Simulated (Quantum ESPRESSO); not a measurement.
# AlNi (Pm-3m): coupling and resistivity with EPW, part 3 of 4

How strongly do phonons scatter the electrons of AlNi (Pm-3m), and how dense must the meshes be?

Quantum ESPRESSO 7.5; DFT PBE, scalar-relativistic, plane waves, PseudoDojo 0.4.1 norm-conserving pseudopotentials.

So far. Step 3 (Ground state): The Fermi level lies at 13.97 eV and the pressure is 0.012 GPa. Step 4 (Phonons on the coarse mesh): The lowest mode off the zone centre lies at 102 cm⁻¹ and the highest of all solved modes at 347 cm⁻¹, so the solved wavevectors are stable. The acoustic modes at the centre lie within 22 cm⁻¹ of zero before the sum rule is imposed.

### Step 7. Wannier functions and couplings

Projections Al s, p and Ni s, p, d start 13 Wannier functions; states up to 2.5 eV over the Fermi level are frozen, and the projected functions are kept without the localisation step. Hamiltonian, force constants and couplings go to real space.

epw1.in reads:

```
--
 &inputepw
    prefix='x',
    outdir='./tmp',
    dvscf_dir='./save',
    elph=.true.,
    etf_mem=1,
    nbndsub=13,
    bands_skipped='exclude_bands = 1-4',
    use_ws=.true.,
    vme='wannier',
    asr_typ='crystal',
    nk1=9,
    nk2=9,
    nk3=9,
    nq1=3,
    nq2=3,
    nq3=3,
    amass(1)=26.9815,
    amass(2)=58.6934,
    epwwrite=.true.,
    epwread=.false.,
    wannierize=.true.,
    num_iter=0,
    dis_win_max=53.97,
    dis_froz_max=16.47,
    proj(1)='Al:s;p',
    proj(2)='Ni:s;p;d',
    wdata(1)='dis_num_iter = 600',
    wdata(2)='guiding_centres = .true.',
    wdata(3)='num_print_cycles = 50',
    wdata(4)='dis_mix_ratio = 0.7',
    band_plot=.true.,
    filkf='path.dat',
    filqf='path.dat',
    fsthick=100.0,
    efermi_read=.true.,
    fermi_energy=13.9701,
 /
```

The run is started by

```sh
$ OMP_NUM_THREADS=1 mpirun -n 8 epw.x -nk 8 -in epw1.in > epw1.out
```

Log:

```text
[the first part of the log is left out]
     Number of WS vectors for phonons      101
     Number of WS vectors for electron-phonon      101
     Maximum number of cores for efficient parallelization      202
     Inside velocity step 1
     Velocity matrix elements calculated
     Writing Hamiltonian, Dynamical matrix and EP vertex in Wann rep to file
     ===================================================================
     Memory usage:  VmHWM =       628Mb
                   VmPeak =      1100Mb
     ===================================================================
     Using q-mesh file: path.dat
     WARNING: q-point weigths do not add up to 1 [loadqmesh_serial]
     Size of q point mesh for interpolation:         61
     Using k-mesh file: path.dat
     WARNING: k-point weigths do not add up to 1 [loadkmesh_para]
     Size of k point mesh for interpolation:         61
     Fermi energy coarse grid =  13.970135 eV
     ===================================================================
     Fermi energy is read from the input file: Ef =  13.970100 eV
     ===================================================================
     Skipping    4 occupied bands:
     The Fermi level will be determined with  13.00000 electrons
              ibndmin =     1  ebndmin =     2.898 eV
              ibndmax =    13  ebndmax =    38.570 eV
     Number of ep-matrix elements per pool :         8112 ~=   63.38 Kb (@ 8 bytes/ DP)
     We only need to compute       61 q-points
     ===================================================================
     Memory usage:  VmHWM =       628Mb
                   VmPeak =      1100Mb
     ===================================================================
```

Elapsed: 15 min, on 8 MPI ranks of Arm Neoverse V2, shared host; 2 h of CPU time.

This step gave:

| Item | Value |
| --- | --- |
| r.m.s. error of the interpolated bands from 2 eV under to 1 eV over the Fermi level | 4.8 meV |
| largest error in that range | 25.6 meV |
| lowest interpolated frequency on the path | 0 cm⁻¹ |

Electronic bands along the path, in eV, zero at the Fermi level; # counts the bands kept:

| point | #3 | #4 | #5 | #6 | #7 | #8 | #9 | #10 |
| --- | --- | --- | --- | --- | --- | --- | --- | --- |
| Γ | -3.18 | -1.51 | -1.51 | -1.51 | 5.45 | 5.45 | 5.45 | 8.09 |
| 0.44 of the way | -2.99 | -1.83 | -1.83 | -1.47 | 1.28 | 6.57 | 6.57 | 8.15 |
| X | -2.71 | -2.21 | -2.21 | -1.42 | -0.63 | 8.26 | 9.96 | 9.96 |
| 0.44 of the way | -2.55 | -2.41 | -2.14 | -1.69 | -0.66 | 5.19 | 5.47 | 11.14 |
| M | -2.87 | -2.87 | -2.04 | -2.04 | -0.99 | 1.46 | 2.43 | 12.13 |
| 0.46 of the way | -3.09 | -2.27 | -1.89 | -1.80 | 0.74 | 2.46 | 8.27 | 8.54 |
| Γ | -3.18 | -1.51 | -1.51 | -1.51 | 5.45 | 5.45 | 5.45 | 8.09 |
| halfway | -3.09 | -2.23 | -2.08 | -2.08 | 2.25 | 2.25 | 4.04 | 10.13 |
| R | -4.05 | -0.96 | -0.96 | 2.00 | 2.00 | 2.00 | 3.60 | 4.41 |
| 0.46 of the way | -3.28 | -2.09 | -2.07 | -1.05 | -0.52 | 4.96 | 5.11 | 5.58 |
| X | -2.71 | -2.21 | -2.21 | -1.42 | -0.63 | 8.26 | 9.96 | 9.96 |

The same for Wannier interpolation:

| point | #3 | #4 | #5 | #6 | #7 | #8 | #9 | #10 |
| --- | --- | --- | --- | --- | --- | --- | --- | --- |
| Γ | -3.18 | -1.51 | -1.51 | -1.51 | 5.45 | 5.45 | 5.45 | 13.53 |
| X | -2.71 | -2.21 | -2.21 | -1.42 | -0.64 | 12.61 | 12.61 | 14.23 |
| M | -2.86 | -2.86 | -2.04 | -2.04 | -0.99 | 1.43 | 2.76 | 12.12 |
| Γ | -3.18 | -1.51 | -1.51 | -1.51 | 5.45 | 5.45 | 5.45 | 13.53 |
| R | -4.05 | -0.96 | -0.96 | 1.96 | 1.96 | 1.96 | 3.59 | 4.90 |
| X | -2.71 | -2.21 | -2.21 | -1.42 | -0.64 | 12.61 | 12.61 | 14.23 |

Phonon branches along the path, in cm⁻¹:

| point | branch 1 | branch 2 | branch 3 | branch 4 | branch 5 | branch 6 |
| --- | --- | --- | --- | --- | --- | --- |
| Γ | 0 | 0 | 0 | 293 | 293 | 293 |
| 0.44 of the way | 107 | 107 | 135 | 282 | 282 | 320 |
| X | 168 | 168 | 181 | 263 | 263 | 370 |
| 0.44 of the way | 142 | 147 | 177 | 260 | 306 | 360 |
| M | 103 | 103 | 189 | 256 | 347 | 347 |
| 0.46 of the way | 99 | 158 | 170 | 268 | 322 | 323 |
| Γ | 0 | 0 | 0 | 293 | 293 | 293 |
| halfway | 131 | 131 | 170 | 309 | 309 | 316 |
| R | 149 | 149 | 149 | 330 | 330 | 330 |
| 0.46 of the way | 126 | 151 | 157 | 303 | 312 | 347 |
| X | 168 | 168 | 181 | 263 | 263 | 370 |

The phonon branches as a text plot (rows in cm⁻¹):

```
    363 |      ********                                     *****
    347 |     *        ******                            ***
    332 |    *         **    **                **********
    316 |   *         *        ***          ******     ****
    301 |***         *           ***** ******             ***
    286 |****      **             ********                  ***
    270 |    ******           ****                            ***
    255 |          ***********
    239 |
    224 |
    208 |
    193 |               ****
    178 |      *********    ** **          ***                  *
    162 |     *******         ** *        *   *          ********
    147 |    **      *       *  * *      *     ************* *
    131 |   **        **    *    *           **         *****
    116 |  *           **  *       *    *  **
    100 |   *            ******** *       *
     85 |  *                     * **    *
     69 | *                       *     *
     54 | *                        **
     39 |*                          ** *
     23 |*                           * *
      8 |                             *
         Γ       X        M           Γ             R           X
```

Near the Fermi level the interpolated bands miss those of pw.x by 5 meV r.m.s. and 26 meV at most, each level matched to the nearest interpolated one; the r.m.s. value is under the 60 meV set for going on.

### Step 8. Coupling and Tc: fine k 16×16×16, q 8×8×8, width 0.15 eV, window 0.61 eV

The couplings are interpolated to a fine mesh near the Fermi level; their sum gives α²F and λ, and the linearised gap equation gives Tc.

a2f-1.in reads:

```
--
 &inputepw
    prefix='x',
    outdir='./tmp',
    dvscf_dir='./save',
    elph=.true.,
    etf_mem=1,
    nbndsub=13,
    bands_skipped='exclude_bands = 1-4',
    use_ws=.true.,
    vme='wannier',
    asr_typ='crystal',
    nk1=9,
    nk2=9,
    nk3=9,
    nq1=3,
    nq2=3,
    nq3=3,
    amass(1)=26.9815,
    amass(2)=58.6934,
    epwwrite=.false.,
    epwread=.true.,
    wannierize=.false.,
    nkf1=16,
    nkf2=16,
    nkf3=16,
    nqf1=8,
    nqf2=8,
    nqf3=8,
    mp_mesh_k=.true.,
    ephwrite=.true.,
    eliashberg=.true.,
    liso=.true.,
    limag=.true.,
    tc_linear=.true.,
    tc_linear_solver='lapack',
    fsthick=0.61,
    degaussw=0.15,
    degaussq=0.5,
    nqstep=500,
    muc=0.13,
    wscut=0.3,
    nsiter=500,
    nstemp=7,
    temps=0.5 1.0 2.0 4.0 8.0 16.0 32.0,
 /
```

The run is started by

```sh
$ OMP_NUM_THREADS=1 mpirun -n 8 epw.x -nk 8 -in a2f-1.in > a2f-1.out
```

Log:

```text
[the first part of the log is left out]
            Electron smearing (eV) =    0.150000000000000D+00
                 Fermi window (eV) =    0.610000000000000D+00
     Finish writing .ephmat files
     ===================================================================
     Memory usage:  VmHWM =       120Mb
                   VmPeak =       596Mb
     ===================================================================
     Finish writing dos file x.dos
     Finish writing phdos files x.phdos and x.phdos_proj
     ===================================================================
     Solve isotropic Eliashberg equations
     ===================================================================
     Finish reading freq file
                  Fermi level (eV) =     1.3976347798E+01
     DOS(states/spin/eV/Unit Cell) =     4.0074173542E-01
            Electron smearing (eV) =     1.5000000000E-01
                 Fermi window (eV) =     6.1000000000E-01
     Nr irreducible k-points within the Fermi shell =        79 out of       165
           2 bands within the Fermi window
     Finish reading egnv file
     Max nr of q-points =       368
     Finish reading ikmap files
     Start reading .ephmat files
     Finish reading .ephmat files
     a2f file is not found to estimate initial gap: calculating a2f files
     Finish reading a2f file
     Electron-phonon coupling strength =    0.2795443
     Estimated Tc using McMillan expression =   0.0057 K for muc =   0.1300
     Estimated Tc using Allen-Dynes modified McMillan expression =   0.0058 K
     Estimated Tc using SISSO machine learning model =   0.0066 K
     Estimated w_log =  20.9426 meV
     Estimated BCS superconducting gap using McMillan Tc =   0.0009 meV
     WARNING WARNING WARNING
     The code may crash since tempsmin =    0.500 K is larger than McMillan Tc =     0.006 K
     Start: Solving (isotropic) linearized Eliashberg equation with solver = lapack
     For the first Temp.    0.50  K
       Total number of frequency points nsiw(     1) =   1108
       Cutoff frequency wscut =     0.3001
     Superconducting transition temp. Tc is the one which has Max. eigenvalue close to 1
      -----------------------------------------------------------------
             Temp.       Max.         nsiw     wscut    Nr. of iters
             (K)       eigenvalue    (itemp)   (eV)      to Converge
      -----------------------------------------------------------------
             0.50      0.6809429     1108      0.3001        1
             1.00      0.5780094      554      0.3002        1
             2.00      0.4755476      277      0.3005        1
             4.00      0.3740591      139      0.3021        1
             8.00      0.2731922       69      0.3010        1
            16.00      0.1756671       35      0.3075        1
            32.00      0.0846825       17      0.3032        1
      -----------------------------------------------------------------
     Finish: Solving (isotropic) linearized Eliashberg equation
```

It took 4 min on 8 MPI ranks; 32 min of CPU time.

This step gave:

```
coupling constant λ                  : 0.2795
log mean phonon energy ħω_log        : 20.94 meV
density of states at the Fermi level : 0.4007 states/eV a spin and cell
Fermi level on the fine mesh         : 13.98 eV
```

Table of a2F by phonon energy; read off at these points:

| phonon energy (meV) | a2F |
| --- | --- |
| 0.1 | 0 |
| 1.3 | 0 |
| 2.9 | 0 |
| 4.1 | 0 |
| 5.4 | 0 |
| 7.0 | 8.0e-4 |
| 8.2 | 0.0013 |
| 9.4 | 2.0e-4 |
| 11.0 | 0.007 |
| 12.2 | 0.0411 |
| 13.8 | 0.107 |
| 15.1 | 0.140 |
| 16.3 | 0.174 |
| 17.1 | 0.258 |
| 17.9 | 0.202 |
| 19.1 | 0.292 |
| 19.5 | 0.298 |
| 20.3 | 0.193 |
| 21.1 | 0.267 |
| 21.9 | 0.114 |
| 23.1 | 0.0066 |
| 24.4 | 0 |
| 26.0 | 0 |
| 27.2 | 0 |
| 28.4 | 0 |
| 30.0 | 0 |
| 31.2 | 0.001 |
| 32.4 | 0.0118 |
| 34.1 | 0.0381 |
| 35.3 | 0.0602 |
| 36.5 | 0.0826 |
| 38.1 | 0.081 |
| 39.3 | 0.154 |
| 40.1 | 0.180 |
| 40.9 | 0.0886 |
| 42.1 | 0.123 |
| 43.4 | 0.140 |
| 43.8 | 0.168 |
| 45.0 | 0.0573 |
| 46.2 | 0.0247 |
| 47.4 | 0 |
| 49.0 | 0 |
| 50.2 | 0 |

Tc lies where the eigenvalue is 1; mu* = 0.13. Eigenvalue against temperature:

| T (K) | largest eigenvalue of the linearised gap equation |
| --- | --- |
| 0.5 | 0.6809 |
| 1 | 0.578 |
| 2 | 0.4755 |
| 4 | 0.3741 |
| 8 | 0.2732 |
| 16 | 0.1757 |
| 32 | 0.08468 |

λ = 0.280 and ħω_log = 20.9 meV. The eigenvalue stays under 1 down to 0.5 K.

### Step 9. Resistivity: fine k 20×20×20, q 10×10×10, adaptive width, window 0.32 eV

The Boltzmann equation is solved by iteration on a fine mesh; only states within the window around the Fermi level enter.

bte-1.in reads:

```
--
 &inputepw
    prefix='x',
    outdir='./tmp',
    dvscf_dir='./save',
    elph=.true.,
    etf_mem=1,
    nbndsub=13,
    bands_skipped='exclude_bands = 1-4',
    use_ws=.true.,
    vme='wannier',
    asr_typ='crystal',
    nk1=9,
    nk2=9,
    nk3=9,
    nq1=3,
    nq2=3,
    nq3=3,
    amass(1)=26.9815,
    amass(2)=58.6934,
    epwwrite=.false.,
    epwread=.true.,
    wannierize=.false.,
    nkf1=20,
    nkf2=20,
    nkf3=20,
    nqf1=10,
    nqf2=10,
    nqf3=10,
    mp_mesh_k=.true.,
    scattering=.true.,
    iterative_bte=.true.,
    epmatkqread=.false.,
    assume_metal=.true.,
    int_mob=.false.,
    carrier=.false.,
    ngaussw=-99,
    mob_maxiter=200,
    broyden_beta=0.7,
    fsthick=0.32,
    degaussw=0.0,
    nstemp=6,
    temps=150 200 273 300 400 500,
    restart=.false.,
    selecqread=.false.,
 /
```

The run is started by

```sh
$ OMP_NUM_THREADS=1 mpirun -n 8 epw.x -nk 8 -in bte-1.in > bte-1.out
```

Log:

```text
[the first part of the log is left out]
     =============================================================================================
     Start solving iterative Boltzmann Transport Equation
     =============================================================================================
     Iteration number:         1
     =============================================================================================
       Temp     Fermi        DOS        Population SR                 Conductivity
        [K]      [eV]    [states/Ry] [carriers per cell]               [Ohm.cm]^-1
     =============================================================================================
      150.000  13.9619   0.30274E+02  -0.69944E-14    0.521288E+06   -0.131532E-11    0.000000E+00
                                       0.23093E-13   -0.782930E-12    0.521288E+06    0.000000E+00
                                       0.00000E+00    0.000000E+00    0.000000E+00    0.521288E+06
      200.000  13.9632   0.34295E+02  -0.11324E-13    0.337298E+06   -0.469758E-12    0.000000E+00
                                       0.57732E-14   -0.626344E-12    0.337298E+06    0.000000E+00
                                       0.00000E+00    0.000000E+00    0.000000E+00    0.337298E+06
      273.000  13.9649   0.28644E+02  -0.48295E-14    0.211781E+06    0.626344E-13    0.000000E+00
                                      -0.49960E-15   -0.939517E-13    0.211781E+06    0.000000E+00
                                       0.00000E+00    0.000000E+00    0.000000E+00    0.211781E+06
      300.000  13.9655   0.23243E+02   0.21760E-13    0.185154E+06    0.939517E-13    0.000000E+00
                                       0.44409E-14   -0.939517E-13    0.185154E+06    0.000000E+00
                                       0.00000E+00    0.000000E+00    0.000000E+00    0.185154E+06
      400.000  13.9677   0.12809E+02  -0.54123E-14    0.125770E+06    0.407124E-12    0.000000E+00
                                      -0.27756E-16   -0.563710E-12    0.125770E+06    0.000000E+00
                                       0.00000E+00    0.000000E+00    0.000000E+00    0.125770E+06
      500.000  13.9696   0.37249E+01  -0.44548E-14    0.951063E+05   -0.313172E-12    0.000000E+00
                                       0.17625E-14    0.281855E-12    0.951063E+05    0.000000E+00
                                       0.00000E+00    0.000000E+00    0.000000E+00    0.951063E+05
                                                      0.521288E+06    Max error
     [...]
     Iteration number:        19
     =============================================================================================
       Temp     Fermi        DOS        Population SR                 Conductivity
        [K]      [eV]    [states/Ry] [carriers per cell]               [Ohm.cm]^-1
     =============================================================================================
      150.000  13.9619   0.30274E+02   0.70999E-13    0.540657E+06   -0.150323E-11    0.000000E+00
                                       0.57732E-14   -0.657662E-12    0.540657E+06    0.000000E+00
                                       0.00000E+00    0.000000E+00    0.000000E+00    0.540657E+06
      200.000  13.9632   0.34295E+02   0.10658E-13    0.352168E+06    0.103347E-11    0.000000E+00
                                       0.22204E-14    0.595027E-12    0.352168E+06    0.000000E+00
                                       0.00000E+00    0.000000E+00    0.000000E+00    0.352168E+06
      273.000  13.9649   0.28644E+02   0.53291E-14    0.222264E+06    0.469758E-12    0.000000E+00
                                      -0.39968E-14    0.595027E-12    0.222264E+06    0.000000E+00
                                       0.00000E+00    0.000000E+00    0.000000E+00    0.222264E+06
      300.000  13.9655   0.23243E+02  -0.58009E-14    0.194529E+06    0.313172E-12    0.000000E+00
                                      -0.91593E-15    0.000000E+00    0.194529E+06    0.000000E+00
                                       0.00000E+00    0.000000E+00    0.000000E+00    0.194529E+06
      400.000  13.9677   0.12809E+02  -0.66336E-14    0.132440E+06    0.125269E-12    0.000000E+00
                                      -0.35527E-14   -0.313172E-13    0.132440E+06    0.000000E+00
                                       0.00000E+00    0.000000E+00    0.000000E+00    0.132440E+06
      500.000  13.9696   0.37249E+01   0.48711E-14    0.100265E+06   -0.438441E-12    0.000000E+00
                                      -0.88818E-15   -0.939517E-13    0.100265E+06    0.000000E+00
                                       0.00000E+00    0.000000E+00    0.000000E+00    0.100265E+06
                                                      0.403146E-06    Max error
```

Elapsed: 6.8 min, on 8 MPI ranks; 54 min of CPU time.

This step gave:

```
iterations           : 19
resistivity at 300 K : 5.141 μΩ cm
```

Resistivity, by row:

| T (K) | rho_xx (μΩ cm) | rho_yy | rho_zz | relaxation-time approximation, mean of the axes (μΩ cm) |
| --- | --- | --- | --- | --- |
| 150 | 1.85 | 1.85 | 1.85 | 1.655 |
| 200 | 2.84 | 2.84 | 2.84 | 2.512 |
| 273 | 4.499 | 4.499 | 4.499 | 3.944 |
| 300 | 5.141 | 5.141 | 5.141 | 4.497 |
| 400 | 7.551 | 7.551 | 7.551 | 6.569 |
| 500 | 9.974 | 9.974 | 9.974 | 8.646 |

ρ(300 K) = 5.14 μΩ cm; the relaxation-time start gave 4.50. One mesh does not show convergence. The largest adaptive width printed is 0.36 eV, against a window of 0.32 eV outside which no state is counted.

[end of part 3 of 4]

[The logs of pw.x and epw.x are selected lines.]

[Logs are printed without paths, hosts, clocks, repeated set-up lines and the standing remarks that a program may print on its own settings, such as how far it seeks lower states.]

[Hosts, paths, dates, database ids (printed as entryN), source tags and the programs' standing remarks are cut or masked in the printed files.]
